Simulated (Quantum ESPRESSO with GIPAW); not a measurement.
**MoS2: NMR parameters from first principles**

Aim: the magnetic shielding of every site in MoS2.

Program: Quantum ESPRESSO with GIPAW 8.0dev (patched build). Level of theory: DFT, PBEsol, plane-wave PAW (pslibrary 1.0.0 recipes), scalar-relativistic, GIPAW; a patched development version of the program. Results are calculated unless marked as measured.

### 1. Set-up

It takes space group P6_3/mmc (No. 194, hexagonal). Conventional cell: a = 3.169 Å, b = 3.169 Å, c = 12.324 Å, α = 90.00°, β = 90.00°, γ = 120.00°. Nearest to Mo lie 6 S at 2.40 Å. Nearest to S lie 3 Mo at 2.40 Å. Farther neighbours and most contacts between anions are not listed.

The cell is an entry of the Crystallography Open Database; it need not be the form that is stable at ambient conditions.

This structure had its atoms relaxed beforehand (DFT, PBEsol, plane-wave PAW (pslibrary 1.0.0 recipes), Quantum ESPRESSO with GIPAW), starting from the database entry, since shieldings follow bond lengths closely.

### 2. The SCF step

First the ground state. The response equations take the occupied wavefunctions as exact, so conv_thr is set much tighter than for an energy. No empty states are asked for: the response is solved without them. The mesh has a spacing of 0.18 Å⁻¹ at most. The PAW files were made with ld1.x from the pslibrary 1.0.0 recipes, with GIPAW reconstruction switched on.

The input, scf.in:

```
&control
  calculation = 'scf'
  prefix = 'x'
  outdir = './tmp/'
  pseudo_dir = './'
/
&system
  ibrav = 0
  nat = 6
  ntyp = 2
  ecutwfc = 55
  ecutrho = 330
  nbnd = 26
/
&electrons
  conv_thr = 1.0d-10
  mixing_beta = 0.7
  electron_maxstep = 100
/
ATOMIC_SPECIES
  Mo 95.950 Mo.pbesol-spn-kjpaw_psl.1.0.0-gipaw.UPF
  S 32.060 S.pbesol-n-kjpaw_psl.1.0.0-gipaw.UPF
CELL_PARAMETERS angstrom
  3.16900000 0.00000000 0.00000000
  -1.58450000 2.74443450 0.00000000
  0.00000000 0.00000000 12.32400000
ATOMIC_POSITIONS crystal
  Mo 0.66666667 0.33333333 0.75000000
  Mo 0.33333333 0.66666667 0.25000000
  S 0.66666667 0.33333333 0.37576441
  S 0.33333333 0.66666667 0.87576441
  S 0.66666667 0.33333333 0.12423559
  S 0.33333333 0.66666667 0.62423559
K_POINTS automatic
  13 13 3 0 0 0
```

The run is started by

```console
> mpirun -np 4 pw.x -nk 4 -in scf.in > scf.out
```

Output:

```text
using ibrav=0 with symmetry is DISCOURAGED, use correct ibrav instead

     bravais-lattice index     =            0
     lattice parameter (alat)  =       5.9885  a.u.
     unit-cell volume          =     723.3082 (a.u.)^3
     number of atoms/cell      =            6
     number of atomic types    =            2
     number of electrons       =        52.00
     number of Kohn-Sham states=           26
     kinetic-energy cutoff     =      55.0000  Ry
     charge density cutoff     =     330.0000  Ry
     scf convergence threshold =      1.0E-10
     mixing beta               =       0.7000
     number of iterations used =            8  plain     mixing
     Exchange-correlation= SLA-PW-PSX-PSC
                           (   1   4  10   8   0   0   0)
[...]
Mo               14.00    95.95000     Mo( 1.00)
     S                 6.00    32.06000     S ( 1.00)

     24 Sym. Ops., with inversion, found (12 have fractional translation)
[...]
number of k points=    42
[...]
Dense  grid:    73227 G-vectors     FFT dimensions: (  36,  36, 144)

     Smooth grid:    39787 G-vectors     FFT dimensions: (  30,  30, 120)

     Initial potential from superposition of free atoms

     starting charge      51.9983, renormalised to      52.0000
     Starting wfcs are   36 randomized atomic wfcs

     Self-consistent Calculation

     iteration #  1     ecut=    55.00 Ry     beta= 0.70
     Davidson diagonalization with overlap
     ethr =  1.00E-02,  avg # of iterations =  2.0

     Threshold (ethr) on eigenvalues was too large:
     Diagonalizing with lowered threshold

     Davidson diagonalization with overlap
     ethr =  2.96E-04,  avg # of iterations =  3.2

     total energy              =    -979.41734471 Ry
     estimated scf accuracy    <       0.21888121 Ry

     iteration #  2     ecut=    55.00 Ry     beta= 0.70
     Davidson diagonalization with overlap
     ethr =  4.21E-04,  avg # of iterations =  4.8

     total energy              =    -979.37633053 Ry
     estimated scf accuracy    <       0.56731957 Ry

     iteration #  3     ecut=    55.00 Ry     beta= 0.70
[...]
total energy              =    -979.49283928 Ry
     estimated scf accuracy    <       0.07040561 Ry

[...]
total energy              =    -979.50296081 Ry
[...]
iteration # 18     ecut=    55.00 Ry     beta= 0.70
     Davidson diagonalization with overlap
     ethr =  2.11E-12,  avg # of iterations =  2.2

     total energy              =    -979.50296081 Ry
     estimated scf accuracy    <          3.1E-10 Ry

     iteration # 19     ecut=    55.00 Ry     beta= 0.70
     Davidson diagonalization with overlap
     ethr =  6.01E-13,  avg # of iterations =  3.9

     End of self-consistent calculation
     [one-electron energies left out]

!    total energy              =    -979.50296081 Ry
     total all-electron energy =    -19376.418740 Ry
     estimated scf accuracy    <          4.7E-11 Ry

     The total energy is the sum of the following terms:
     one-electron contribution =    -166.08308712 Ry
     hartree contribution      =     109.44361004 Ry
     xc contribution           =     -59.02394601 Ry
     ewald contribution        =    -238.06076005 Ry
     one-center paw contrib.   =    -625.77877768 Ry

     convergence has been achieved in  19 iterations
[...]
JOB DONE.
```

Elapsed: 90 s, on 4 MPI ranks of Arm Neoverse V1, shared host; peak memory 0.73 GiB.

It converged in 19 cycles to an estimated accuracy of 5e-11 Ry, on 42 irreducible k-points.

### 3. Magnetic response

The job finds the current that a weak uniform field induces (applied as a long wave, q_gipaw) and the field that this current makes at each nucleus. On atoms with p or d valence electrons much of the paramagnetic part arises close to the nucleus, where the PAW partial waves rebuild the true states. pawproj makes the reconstruction use the PAW data sets' own projectors.

The input, nmr.in:

```
&inputgipaw
  job = 'nmr'
  prefix = 'x'
  tmp_dir = './tmp/'
  restart_mode = 'from_scratch'
  verbosity = 'low'
  q_gipaw = 0.01
  spline_ps = .true.
  conv_threshold = 1.0d-11
  use_nmr_macroscopic_shape = .false.
  pawproj(1) = .true.
  pawproj(2) = .true.
/
```

The run is started by

```console
> mpirun -np 4 gipaw.x -in nmr.in > nmr.out
```

Output:

```text
[banner, memory and clock lines left out]
[a note of our patched build left out]

     Parallelizing q-star over 1 images

     IMPORTANT: XC functional enforced from input :
     Exchange-correlation= PBESOL
                           (   1   4  10   8   0   0   0)
     Any further DFT definition will be discarded
     Please, verify this is what you really want

[...]
projs nearly linearly dependent: l=0  n1,n2= 1, 2  s=  0.99483291
[...]
WARNING: some symmetry operations do not permute x, y and z, so the susceptibility and the shape term are
     wrong: all shieldings move alike (in wurtzite BN nosym gave 13 and 6 ppm more at 3 and 6 points an axis).
     Run pw.x with nosym, and raise the mesh until the susceptibility stays

     alpha_pv=    122.9599 eV

     spline_ps is .false., expect some extrapolation errors

     q-space interpolation up to    66.00 Rydberg

     GIPAW job: nmr
     NMR macroscopic correction: no
[...]
Computing the magnetic susceptibility     isolve=0    ethr=  0.1000E-10
     Starting from scratch
     k-point #    1 of    42      pool #  1    cpu time:       1.3
[...]
End of magnetic susceptibility calculation

     f-sum rule (1st term):
           -56.9258         -0.0000         -0.0000
            -0.0000        -56.9258         -0.0000
             0.0000          0.0000        -56.8872

     f-sum rule (2nd term):
            -0.6115          0.0000          0.0000
             0.0000         -0.6115          0.0000
             0.0000         -0.0000         -0.6511

     f-sum rule (should be   -57.5366):
           -57.5373         -0.0000         -0.0000
            -0.0000        -57.5373         -0.0000
             0.0000         -0.0000        -57.5383

[... susceptibilities left out ...]
     Contributions to the NMR chemical shifts: -------------------------------

     Macroscopic shape contribution in ppm:                    0.00
             0.0000          0.0000          0.0000
             0.0000          0.0000          0.0000
             0.0000          0.0000          0.0000

     Core contribution in ppm:

     Atom  1  Mo  pos: (  0.500000  0.288675  2.916693)  core sigma:        3895.18
     Atom  2  Mo  pos: ( -0.000000  0.577350  0.972231)  core sigma:        3895.18
     Atom  3  S   pos: (  0.500000  0.288675  1.461319)  core sigma:         978.84
     Atom  4  S   pos: ( -0.000000  0.577350  3.405781)  core sigma:         978.84
     Atom  5  S   pos: (  0.500000  0.288675  0.483143)  core sigma:         978.84
     Atom  6  S   pos: ( -0.000000  0.577350  2.427605)  core sigma:         978.84

     Bare contribution in ppm:

     Atom  1  Mo  pos: (  0.500000  0.288675  2.916693)  bare sigma:        -149.48
[...]
Atom  2  Mo  pos: ( -0.000000  0.577350  0.972231)  bare sigma:        -149.48
[...]
Atom  3  S   pos: (  0.500000  0.288675  1.461319)  bare sigma:         -10.55
[...]
Atom  4  S   pos: ( -0.000000  0.577350  3.405781)  bare sigma:         -10.55
[...]
Atom  5  S   pos: (  0.500000  0.288675  0.483143)  bare sigma:         -10.55
[...]
Atom  6  S   pos: ( -0.000000  0.577350  2.427605)  bare sigma:         -10.55
[...]
Diamagnetic contribution in ppm:

     Atom  1  Mo  pos: (  0.500000  0.288675  2.916693)  dia sigma:         -14.75
[...]
Atom  2  Mo  pos: ( -0.000000  0.577350  0.972231)  dia sigma:         -14.75
[...]
Atom  3  S   pos: (  0.500000  0.288675  1.461319)  dia sigma:          -5.68
[...]
Atom  4  S   pos: ( -0.000000  0.577350  3.405781)  dia sigma:          -5.68
[...]
Atom  5  S   pos: (  0.500000  0.288675  0.483143)  dia sigma:          -5.68
[...]
Atom  6  S   pos: ( -0.000000  0.577350  2.427605)  dia sigma:          -5.68
[...]
Paramagnetic contribution in ppm:

     Atom  1  Mo  pos: (  0.500000  0.288675  2.916693)  para sigma:       -4158.83
[...]
Atom  2  Mo  pos: ( -0.000000  0.577350  0.972231)  para sigma:       -4158.83
[...]
Atom  3  S   pos: (  0.500000  0.288675  1.461319)  para sigma:        -934.28
[...]
Atom  4  S   pos: ( -0.000000  0.577350  3.405781)  para sigma:        -934.28
[...]
Atom  5  S   pos: (  0.500000  0.288675  0.483143)  para sigma:        -934.28
[...]
Atom  6  S   pos: ( -0.000000  0.577350  2.427605)  para sigma:        -934.28
[...]
Paramagnetic US occ-occ contribution in ppm:

     Atom  1  Mo  pos: (  0.500000  0.288675  2.916693)  para_oo sigma:         -11.90
[...]
Atom  2  Mo  pos: ( -0.000000  0.577350  0.972231)  para_oo sigma:         -11.90
[...]
Atom  3  S   pos: (  0.500000  0.288675  1.461319)  para_oo sigma:           0.54
[...]
Atom  4  S   pos: ( -0.000000  0.577350  3.405781)  para_oo sigma:           0.54
[...]
Atom  5  S   pos: (  0.500000  0.288675  0.483143)  para_oo sigma:           0.54
[...]
Atom  6  S   pos: ( -0.000000  0.577350  2.427605)  para_oo sigma:           0.54
[...]
Paramagnetic US L_R Q_R contribution in ppm:

     Atom  1  Mo  pos: (  0.500000  0.288675  2.916693)  para_lq sigma:         915.43
[...]
Atom  2  Mo  pos: ( -0.000000  0.577350  0.972231)  para_lq sigma:         915.43
[...]
Atom  3  S   pos: (  0.500000  0.288675  1.461319)  para_lq sigma:         132.66
[...]
Atom  4  S   pos: ( -0.000000  0.577350  3.405781)  para_lq sigma:         132.66
[...]
Atom  5  S   pos: (  0.500000  0.288675  0.483143)  para_lq sigma:         132.66
[...]
Atom  6  S   pos: ( -0.000000  0.577350  2.427605)  para_lq sigma:         132.66
[...]
Total NMR chemical shifts in ppm: ---------------------------------------
     (adopting the Simpson convention for anisotropy and asymmetry)-----------

     Atom  1  Mo  pos: (  0.500000  0.288675  2.916693)  Total sigma:         475.65
           -76.1479          0.0000         -0.0000
             0.0000        -76.1479          0.0000
             0.0000          0.0000       1579.2415

     Mo      1    anisotropy:   1655.39    eta:    0.0000
[...]
Atom  2  Mo  pos: ( -0.000000  0.577350  0.972231)  Total sigma:         475.65
[... its tensor is left out ...]
     Atom  3  S   pos: (  0.500000  0.288675  1.461319)  Total sigma:         161.54
           263.1790          0.0000         -0.0000
             0.0000        263.1790          0.0000
            -0.0000          0.0000        -41.7286

     S       3    anisotropy:   -304.91    eta:    0.0000
[...]
Atom  4  S   pos: ( -0.000000  0.577350  3.405781)  Total sigma:         161.54
[... its tensor is left out ...]
     Atom  5  S   pos: (  0.500000  0.288675  0.483143)  Total sigma:         161.54
[... its tensor is left out ...]
     Atom  6  S   pos: ( -0.000000  0.577350  2.427605)  Total sigma:         161.54
[... its tensor is left out ...]
```

Run time: 19 min. Hardware: 4 MPI ranks; peak memory 0.4 GiB; 77 min of CPU time.

The f-sum rule is met to 0.0017 of 57.5 (0.003 %). Converged shieldings require that this miss be small, but a small miss does not prove them. gipaw.x warns that with these symmetry operations the susceptibility and the shape term are unreliable; the other terms are not touched.

From the symmetric part of each tensor, with principal values σ11 ≤ σ22 ≤ σ33: σ_iso is their mean, the span is σ33 − σ11 and the skew 3(σ_iso − σ22)/span. (gipaw.x prints an anisotropy in another convention.)

```tsv
site	atom no.	atoms in cell	σ_iso (ppm)	span (ppm)	skew
Mo	1	2	476	1655	1.00
S	3	4	161.5	304.9	-1.00
```

The macroscopic shape term is switched off. For a spherical sample the valence susceptibility of this run would add about 20 ppm to every site, a rough estimate, since the susceptibility converges slowly and lacks part of the PAW terms, above all in hexagonal and trigonal cells. Differences within the crystal don't depend on it, but shieldings of different compounds can't be compared to better than about that much without it.

An axis of order three or more runs through Mo and S, so two principal values coincide and the skew is ±1. In this run the largest span among the lighter atoms is that of S (site symmetry 3m), with principal values -41.7, 263.2 and 263.2 ppm.

How the isotropic values are made up (ppm). The core part is that of the free atom's core; bare is the current of the smooth valence states; the last two are what the PAW spheres add to the diamagnetic and the paramagnetic current:

```tsv
site	core	bare	reconstruction, dia	reconstruction, para
Mo	3895.2	-149.5	-14.8	-3255.3
S	978.8	-10.5	-5.7	-801.1
```

33S and 95Mo also have a quadrupolar coupling here. It is not given: on PAW files the efg job of this gipaw.x leaves out the augmentation charge of neighbouring atoms and can miss by tens of per cent.

### 4. From shieldings to shifts

Covalently bonded atoms count as neighbours within 1.18 times the sum of their radii. Otherwise a cation's neighbours lie within 1.2 times its shortest bond (1.3 for large cations, each anion's radius taken off where they differ), and an anion's are the cations that count it.

```tsv
site	atom no.	atoms in cell	surroundings	bonds (Å)	σ_iso (ppm)
Mo	1	2	MoS6	2.398	476
S	3	4	bound to Mo3	2.398	161.5
```

### 5. Summary of results

```yaml
33s_shielding_without_shape_term: 161.5 ppm
95mo_shielding_without_shape_term: 476 ppm
```

**Reading.** 33S has one site (bound to Mo3), with isotropic shielding 161.5 ppm (shape term left out). A shift needs a reference, δ = σ_ref − σ, fixed on measured compounds; for 33S of this kind at this level too few were at hand, or they scattered too widely about a line, so none is given. No sound run at another cutoff or mesh is at hand, so convergence rests on the f-sum rule and on experience with these files. The scalar-relativistic files are used with non-relativistic response operators, which weighs most on the heavy atoms' own shieldings. This build of gipaw.x prints that it is not audited and that its numbers are no references by themselves. It also reports spline_ps as false although the input sets it; why was not traced.

[Banner, clock, file and message-heading lines were taken out of the pw.x and gipaw.x logs.]

[Logs are printed without paths, hosts, clocks, repeated set-up lines and the standing remarks that a program may print on its own settings, such as how far it seeks lower states.]

[Hosts, paths, dates, database ids (printed as entryN), source tags and the programs' standing remarks are cut or masked in the printed files.]

[Where no reference line passes its bar on scatter, no shift is given, so a measured shift of this compound may stand uncompared.]
